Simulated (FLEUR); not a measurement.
# GdBi: parallel and opposed starts, part 2 of 2

Aim: find out whether GdBi carries moments, and which collinear order costs least.

FLEUR MaX-R8.1; LDA (VWN) with U = 4.02 eV, J = 0.7 eV on Gd f; all-electron FLAPW, Dirac cores, scalar-relativistic bands.

So far, largest spin moment in the muffin-tin sphere (μB): step 2 (run 1 (ferro +)) 7.04.

### 3. Order 2, typed as antiferro q=(0,1/2,1/2) +-

Reversing part of the moments tests the sign of the couplings between them.

This order needs a doubled cell of 4 atoms. The mesh is halved along the doubled vector, so that both cells sample the same points. The k list default-1 (kpts.xml, not shown) is a Γ-centred 8×4×8 mesh.

Contents of inp.xml:

```
<?xml version="1.0" encoding="UTF-8" standalone="no"?>
<fleurInput fleurInputVersion="0.39">
   <comment>
      GdBi
   </comment>
   <calculationSetup>
      <cutoffs Kmax="3.6" Gmax="10.8" GmaxXC="10.8" numbands="0"/>
      <scfLoop itmax="130" minDistance="0.0001" maxIterBroyd="15" imix="Anderson" alpha="0.05" precondParam="0.0" spinf="2.0" sdNocoIR="T"/>
      <coreElectrons ctail="T" frcor="F" kcrel="0" coretail_lmax="0"/>
      <xcFunctional name="vwn" relativisticCorrections="F"/>
      <magnetism jspins="2"/>
      <soc l_soc="F" theta="0.0" phi="0.0" spav="F"/>
      <expertModes spex="0" secvar="F"/>
      <geometryOptimization l_f="F" forcealpha="1.0" forcemix="BFGS" epsdisp="0.00001" epsforce="0.00001"/>
      <ldaU l_linMix="F" mixParam="0.05" spinf="1.0"/>
   </calculationSetup>
   <cell>
      <bzIntegration valenceElectrons="66.0" mode="hist" fermiSmearingEnergy="0.00293995">
         <kPointListSelection listName="default-1"/>
         <xi:include xmlns:xi="http://www.w3.org/2001/XInclude" href="kpts.xml"> </xi:include>
      </bzIntegration>
      <xi:include xmlns:xi="http://www.w3.org/2001/XInclude" href="sym.xml"> </xi:include>
      <bulkLattice scale="1.0">
         <bravaisMatrix>
            <row-1>    0.0000000000000000     6.0360663268281591     6.0360663268281591</row-1>
            <row-2>   12.0721326536563183     0.0000000000000000    12.0721326536563183</row-2>
            <row-3>   12.0721326536563183     6.0360663268281591     6.0360663268281591</row-3>
         </bravaisMatrix>
      </bulkLattice>
   </cell>
   <atomSpecies>
      <species name="Gadolinium7.001" element="Gd" atomicNumber="64">
         <mtSphere radius="2.8" gridPoints="925" logIncrement="0.014"/>
         <atomicCutoffs lmax="10" lnonsphr="8"/>
         <electronConfig flipSpins="F">
            <coreConfig>(1s1/2) (2s1/2) (2p1/2) (2p3/2) (3s1/2) (3p1/2) (3p3/2) (4s1/2) (3d3/2) (3d5/2) (4p1/2) (4p3/2) (4d3/2) (4d5/2)</coreConfig>
            <valenceConfig>(5s1/2) (5p1/2) (5p3/2) (6s1/2) (4f5/2) (4f7/2) (5d3/2) (5d5/2)</valenceConfig>
            <stateOccupation state="(4f5/2)" spinUp="2.5005" spinDown="0.4995"/>
            <stateOccupation state="(4f7/2)" spinUp="4.0" spinDown="0.0"/>
            <stateOccupation state="(5d3/2)" spinUp="0.4" spinDown="0.0"/>
            <stateOccupation state="(5d5/2)" spinUp="0.6" spinDown="0.0"/>
         </electronConfig>
         <energyParameters s="6" p="6" d="5" f="4"/>
         <ldaU l="3" U="4.02" J="0.7" l_amf="F"/>
         <lo type="SCLO" l="0" n="5" eDeriv="0"/>
         <lo type="SCLO" l="1" n="5" eDeriv="0"/>
      </species>
      <species name="Gadolinium-7.001" element="Gd" atomicNumber="64">
         <mtSphere radius="2.8" gridPoints="925" logIncrement="0.014"/>
         <atomicCutoffs lmax="10" lnonsphr="8"/>
         <electronConfig flipSpins="F">
            <coreConfig>(1s1/2) (2s1/2) (2p1/2) (2p3/2) (3s1/2) (3p1/2) (3p3/2) (4s1/2) (3d3/2) (3d5/2) (4p1/2) (4p3/2) (4d3/2) (4d5/2)</coreConfig>
            <valenceConfig>(5s1/2) (5p1/2) (5p3/2) (6s1/2) (4f5/2) (4f7/2) (5d3/2) (5d5/2)</valenceConfig>
            <stateOccupation state="(4f5/2)" spinUp="0.4995" spinDown="2.5005"/>
            <stateOccupation state="(4f7/2)" spinUp="0.0" spinDown="4.0"/>
            <stateOccupation state="(5d3/2)" spinUp="0.0" spinDown="0.4"/>
            <stateOccupation state="(5d5/2)" spinUp="0.0" spinDown="0.6"/>
         </electronConfig>
         <energyParameters s="6" p="6" d="5" f="4"/>
         <ldaU l="3" U="4.02" J="0.7" l_amf="F"/>
         <lo type="SCLO" l="0" n="5" eDeriv="0"/>
         <lo type="SCLO" l="1" n="5" eDeriv="0"/>
      </species>
      <species name="Bismuth (Bi)" element="Bi" atomicNumber="83">
         <mtSphere radius="2.8" gridPoints="925" logIncrement="0.015"/>
         <atomicCutoffs lmax="10" lnonsphr="8"/>
         <electronConfig flipSpins="F">
            <coreConfig>(1s1/2) (2s1/2) (2p1/2) (2p3/2) (3s1/2) (3p1/2) (3p3/2) (4s1/2) (3d3/2) (3d5/2) (4p1/2) (4p3/2) (5s1/2) (4d3/2) (4d5/2) (5p1/2) (5p3/2) (4f5/2) (4f7/2)</coreConfig>
            <valenceConfig>(6s1/2) (5d3/2) (5d5/2) (6p1/2) (6p3/2)</valenceConfig>
            <stateOccupation state="(6p1/2)" spinUp="0.500000" spinDown="0.500000"/>
            <stateOccupation state="(6p3/2)" spinUp="1.000000" spinDown="1.000000"/>
         </electronConfig>
         <energyParameters s="6" p="6" d="6" f="5"/>
         <lo type="SCLO" l="2" n="5" eDeriv="0"/>
      </species>
   </atomSpecies>
   <atomGroups>
      <atomGroup species="Gadolinium7.001">
         <relPos label="                   1">.0000000000 .0000000000 .0000000000</relPos>
         <force calculate="T" relaxXYZ="TTT"/>
      </atomGroup>
      <atomGroup species="Gadolinium-7.001">
         <relPos label="                   2">.0000000000 1.000/2.000 .0000000000</relPos>
         <force calculate="T" relaxXYZ="TTT"/>
      </atomGroup>
      <atomGroup species="Bismuth (Bi)">
         <relPos label="                   3">1.000/2.000 .0000000000 1.000/2.000</relPos>
         <force calculate="T" relaxXYZ="TTT"/>
      </atomGroup>
      <atomGroup species="Bismuth (Bi)">
         <relPos label="                   4">1.000/2.000 1.000/2.000 1.000/2.000</relPos>
         <force calculate="T" relaxXYZ="TTT"/>
      </atomGroup>
   </atomGroups>
   <output dos="F" band="F" slice="F">
      <bandDOS minEnergy="-.5*Htr" maxEnergy="0.5*Htr" sigma="0.015" storeEVData="T"/>
      <plotting iplot="0" polar="F">
         <plot TwoD="T" vec1="  1.0  0.0  0.0" vec2="  0.0  1.0  0.0" vec3="  0.0  0.0  1.0" zero="  0.0  0.0  0.0" file="plot"/>
      </plotting>
      <moessbauerParams electricFieldGradient="F" isomerShift="F" coreHyperfine="F" valenceHyperfine="F"/>
   </output>
</fleurInput>
```

Contents of crystal.txt:

```
GdBi
&input film=F cartesian=F /
0.00000000000  3.19414874370  3.19414874370
6.38829748740  0.00000000000  6.38829748740
6.38829748740  3.19414874370  3.19414874370
1.8897261246
1.0 1.0 1.0

4
64 0.00000000000  0.00000000000  0.00000000000 : 7.001
64 0.00000000000  0.50000000000  0.00000000000 : -7.001
83 0.50000000000  0.00000000000  0.50000000000
83 0.50000000000  0.50000000000  0.50000000000

&kpt div1=8 div2=4 div3=8 gamma=T /
```

Started as:

```bash
> OMP_NUM_THREADS=1 inpgen -f crystal.txt > inpgen.log  # inp.xml is then edited as shown
> OMP_NUM_THREADS=1 mpirun -n 4 fleur_MPI > fleur.log
```

What it wrote:

```text
[banner, memory and clock lines left out]
Welcome to FLEUR        (www.flapw.de)
      MaX-Release 8.1          (www.max-centre.eu)

 ========== k-point set info ==========
 Selected k-point list: default-1
 k-point list type: mesh
 0 x 0 x 0
 Number of k points: 80

 ------------Calculation Setup---------------------------
 Number of PE/node        :            4
 Number of OMP-threads    :            1
 k-points in parallel     :            4
 pe's per k-point         :            1
 No of k-point loops      :           20
 Eigenvalue solver        :       lapack
 Number of basis functions:          760
 Approximate size of matrices (H+S) per k-point:         0.009 GB
 Iteration:     1   Distance:      18.83892896 me/bohr^3
 Iteration:     2   Distance:      17.97216460 me/bohr^3
 Iteration:     3   Distance:       5.90669195 me/bohr^3
 Iteration:     4   Distance:       8.13202925 me/bohr^3
 Iteration:     5   Distance:       1.18382831 me/bohr^3
 Iteration:     6   Distance:       0.97137299 me/bohr^3
 Iteration:     7   Distance:       0.33211831 me/bohr^3
 Iteration:     8   Distance:       0.32605081 me/bohr^3
 Iteration:     9   Distance:       0.23566985 me/bohr^3
 Iteration:    10   Distance:       0.21263073 me/bohr^3
 Iteration:    11   Distance:       0.17010443 me/bohr^3
 Iteration:    12   Distance:       0.09998355 me/bohr^3
 Iteration:    13   Distance:       0.10169064 me/bohr^3
 Iteration:    14   Distance:       0.04052764 me/bohr^3
 Iteration:    15   Distance:       0.00243258 me/bohr^3
 Iteration:    16   Distance:       0.00234293 me/bohr^3
 Iteration:    17   Distance:       0.00127081 me/bohr^3
 Iteration:    18   Distance:       0.00017751 me/bohr^3
 Iteration:    19   Distance:       0.00007084 me/bohr^3

 ********************************************************************
 Run finished successfully
 Stop message:
   all done
 ********************************************************************

--- out.xml (last complete iteration) ---
<iteration numberForCurrentRun="   19" overallNumber="   19">
         [... left out ...]
         <bandgap value="0.0000000139" units="eV"/>
         <sumValenceSingleParticleEnergies value="-20.4525826873" units="Htr"/>
         <FermiEnergy value="0.2679866514" units="Htr"/>
         <valenceDensity>
            <mtCharges spin="1">
               <mtCharge atomType="1" total="11.4929877" s="1.0766351" p="2.9839846" d="0.4612367" f="6.9692948"/>
               <mtCharge atomType="2" total="4.4283097" s="1.0665234" p="2.9611235" d="0.3408311" f="0.0580139"/>
               <mtCharge atomType="3" total="6.7839940" s="0.7764610" p="1.0347463" d="4.9668250" f="0.0046687"/>
               <mtCharge atomType="4" total="6.7592205" s="0.7749817" p="1.0093043" d="4.9684790" f="0.0050343"/>
            </mtCharges>
            <mtCharges spin="2">
               <mtCharge atomType="1" total="4.4283097" s="1.0665234" p="2.9611235" d="0.3408311" f="0.0580139"/>
               <mtCharge atomType="2" total="11.4929877" s="1.0766351" p="2.9839846" d="0.4612367" f="6.9692948"/>
               <mtCharge atomType="3" total="6.7592205" s="0.7749817" p="1.0093043" d="4.9684790" f="0.0050343"/>
               <mtCharge atomType="4" total="6.7839940" s="0.7764610" p="1.0347463" d="4.9668250" f="0.0046687"/>
            </mtCharges>
            <spinDependentCharge spin="1" total="33.0000000" interstitial="3.5354881" mtSpheres="29.4645119"/>
            <spinDependentCharge spin="2" total="33.0000000" interstitial="3.5354881" mtSpheres="29.4645119"/>
            <totalCharge value="66.0000000000"/>
         </valenceDensity>
         [... left out ...]
         <magneticMomentsInMTSpheres units="muBohr">
            <globalMagMoment atomType="1" vec="0.00000   0.00000   7.06468"/>
            <localMagMoment atomType="1" vec="0.00000   0.00000   7.06468"/>
            <globalMagMoment atomType="2" vec="0.00000   0.00000  -7.06468"/>
            <localMagMoment atomType="2" vec="0.00000   0.00000  -7.06468"/>
            <globalMagMoment atomType="3" vec="0.00000   0.00000   0.02477"/>
            <localMagMoment atomType="3" vec="0.00000   0.00000   0.02477"/>
            <globalMagMoment atomType="4" vec="0.00000   0.00000  -0.02477"/>
            <localMagMoment atomType="4" vec="0.00000   0.00000  -0.02477"/>
         </magneticMomentsInMTSpheres>
         [... left out ...]
         <totalEnergy value="   -65686.3563515143" units="Htr">
            <sumOfEigenvalues value="   -40607.7708358566">
               <coreElectrons value="-40587.3182531693"/>
               <valenceElectrons value="-20.4525826873"/>
            </sumOfEigenvalues>
            <densityCoulombPotentialIntegral value="-113967.5073980852"/>
            <densityEffectivePotentialIntegral value="-115640.0759760450"/>
            <chargeDenXCDenIntegral value="-1260.0008085943"/>
            <FockExchangeEnergyValence value="0.0000000000"/>
            <FockExchangeEnergyCore value="0.0000000000"/>
         [... left out ...]
            <dftUCorrection value="-0.8466551608"/>
            <tkbTimesEntropy value="0.0005159660"/>
            <freeEnergy value="-65686.3568674803"/>
            <extrapolationTo0K value="-65686.3566094973"/>
         </totalEnergy>
         [... left out ...]
         <ldaUDensityMatrixConvergence>
            <distance spin="1" distance="0.000001"/>
            <distance spin="2" distance="0.000001"/>
         </ldaUDensityMatrixConvergence>
         <densityConvergence units="me/bohr^3">
            <chargeDensity spin="1" distance="0.0000471936"/>
            <chargeDensity spin="2" distance="0.0000471938"/>
            <overallChargeDensity distance="0.0000708382"/>
            <spinDensity distance="0.0000623774"/>
         </densityConvergence>
      </iteration>
```

Run time: 3.6 min. Hardware: 4 MPI ranks of Arm Neoverse V2, shared host; peak memory 0.56 GiB; 14 min of CPU time.

Spin moment in the muffin-tin sphere by atom:

```csv
atom,spin moment in the muffin-tin sphere (μB)
Gd1,7.06
Gd2,-7.06
Bi3,0.02
Bi4,-0.02
```

Read from the output:

```yaml
free_energy: -1787416.8278 eV
program_s_band_gap_on_this_mesh_in_a_metal_only_a_level_spacing: 1.39e-8 eV
magnetization: 0 μB
final_state: antiferromagnetic
```

It lies 3.45 meV a seeded atom under the first start, and its largest moment is 7.06 μB against 7.04 μB.

### 4. Order 3, typed as antiferro q=(0,0,1/2) +-

Reversing part of the moments tests the sign of the couplings between them.

This order needs a doubled cell of 4 atoms. The mesh is halved along the doubled vector, so that both cells sample the same points. The k list default-1 (kpts.xml, not shown) is a Γ-centred 8×8×4 mesh.

inp.xml, as its differences from that of step 3:

```diff
@@ -25,4 +25,4 @@
             <row-1>    0.0000000000000000     6.0360663268281591     6.0360663268281591</row-1>
-            <row-2>   12.0721326536563183     0.0000000000000000    12.0721326536563183</row-2>
-            <row-3>   12.0721326536563183     6.0360663268281591     6.0360663268281591</row-3>
+            <row-2>    6.0360663268281591     0.0000000000000000     6.0360663268281591</row-2>
+            <row-3>   12.0721326536563183    12.0721326536563183     0.0000000000000000</row-3>
          </bravaisMatrix>
@@ -82,3 +82,3 @@
       <atomGroup species="Gadolinium-7.001">
-         <relPos label="                   2">.0000000000 1.000/2.000 .0000000000</relPos>
+         <relPos label="                   2">.0000000000 .0000000000 1.000/2.000</relPos>
          <force calculate="T" relaxXYZ="TTT"/>
@@ -86,7 +86,4 @@
       <atomGroup species="Bismuth (Bi)">
-         <relPos label="                   3">1.000/2.000 .0000000000 1.000/2.000</relPos>
-         <force calculate="T" relaxXYZ="TTT"/>
-      </atomGroup>
-      <atomGroup species="Bismuth (Bi)">
-         <relPos label="                   4">1.000/2.000 1.000/2.000 1.000/2.000</relPos>
+         <relPos label="                   3">1.000/2.000 1.000/2.000 1.000/4.000</relPos>
+         <relPos label="                   4">1.000/2.000 1.000/2.000 -1.000/4.000</relPos>
          <force calculate="T" relaxXYZ="TTT"/>
```

Contents of crystal.txt:

```
GdBi
&input film=F cartesian=F /
0.00000000000  3.19414874370  3.19414874370
3.19414874370  0.00000000000  3.19414874370
6.38829748740  6.38829748740  0.00000000000
1.8897261246
1.0 1.0 1.0

4
64 0.00000000000  0.00000000000  0.00000000000 : 7.001
64 0.00000000000  0.00000000000  0.50000000000 : -7.001
83 0.50000000000  0.50000000000  0.25000000000
83 0.50000000000  0.50000000000  0.75000000000

&kpt div1=8 div2=8 div3=4 gamma=T /
```

What it wrote:

```text
[banner, memory and clock lines left out]
Welcome to FLEUR        (www.flapw.de)
      MaX-Release 8.1          (www.max-centre.eu)

 ========== k-point set info ==========
 Selected k-point list: default-1
 k-point list type: mesh
 0 x 0 x 0
 Number of k points: 80

 [... set-up left out ...]
 Iteration:     1   Distance:      18.89235373 me/bohr^3
 Iteration:     2   Distance:      18.02423920 me/bohr^3
 Iteration:     3   Distance:       5.90263218 me/bohr^3
 Iteration:     4   Distance:       8.04279982 me/bohr^3
 Iteration:     5   Distance:       1.17965133 me/bohr^3
[...]
[... left out ...]
            <freeEnergy value="-65686.3573254917"/>
            <extrapolationTo0K value="-65686.3570600173"/>
         </totalEnergy>
         [... left out ...]
         <ldaUDensityMatrixConvergence>
            <distance spin="1" distance="0.000002"/>
            <distance spin="2" distance="0.000002"/>
         </ldaUDensityMatrixConvergence>
         <densityConvergence units="me/bohr^3">
            <chargeDensity spin="1" distance="0.0000431657"/>
            <chargeDensity spin="2" distance="0.0000516715"/>
            <overallChargeDensity distance="0.0000636634"/>
            <spinDensity distance="0.0000708054"/>
         </densityConvergence>
      </iteration>
```

Elapsed: 3.5 min, on 4 MPI ranks; peak memory 0.56 GiB.

Spin moment in the muffin-tin sphere by atom:

```csv
atom,spin moment in the muffin-tin sphere (μB)
Gd1,7.09
Gd2,-7.09
Bi3,0.00
Bi4,0.00
```

Numbers from this step:

* free energy: -1787416.8403 eV
* program's band gap on this mesh (in a metal only a level spacing): 6.94e-4 eV
* magnetization: 0 μB
* final state: antiferromagnetic

It lies 9.68 meV a seeded atom under the first start, and its largest moment is 7.09 μB against 7.04 μB.

### 5. The states side by side

Free energies are divided by the number of seeded atoms, so that cells of unlike size compare. Wavevectors q in the names are fractions of the primitive cell's reciprocal vectors.

Orders:

```csv
start,final state,typed order kept,energy over the lowest (meV a seeded atom),largest sphere moment (μB),net moment (μB a primitive cell),mesh matched,CPU time (s)
ferro +,"ferromagnetic, with opposed induced moments",yes,9.678,7.041,7.012,yes,80.99
"antiferro q=(0,1/2,1/2) +-",antiferromagnetic,yes,6.232,7.065,0,yes,853.5
"antiferro q=(0,0,1/2) +-",antiferromagnetic,yes,0,7.09,0,yes,832.5
```

### 6. What came out

| Quantity | Value |
| --- | --- |
| lowest state found | antiferromagnetic (typed antiferro q=(0,0,1/2) +-) |
| largest site spin moment | 7.09 μB |
| next finished state | antiferromagnetic, 6.23 meV a seeded atom higher |

In words: The lowest state found is antiferromagnetic, reached from the start antiferro q=(0,0,1/2) +-, with moments up to 7.09 μB. The next finished state costs 6.2 meV a seeded atom. Only 3 starts were tried; other patterns of signs, canted and longer-period orders were not. The f shell is half filled, so the spin-only picture is fair.

[Logs and program files are shortened in this print: banners, set-up blocks, solver, clock and traceback lines can be left out without a mark of their own.]

[Logs are printed without paths, hosts, clocks, repeated set-up lines and the standing remarks that a program may print on its own settings, such as how far it seeks lower states.]

[Hosts, paths, dates, database ids (printed as entryN), source tags and the programs' standing remarks are cut or masked in the printed files.]

[Where a cell is said to come from a database of computed structures, the database is the Materials Project.]
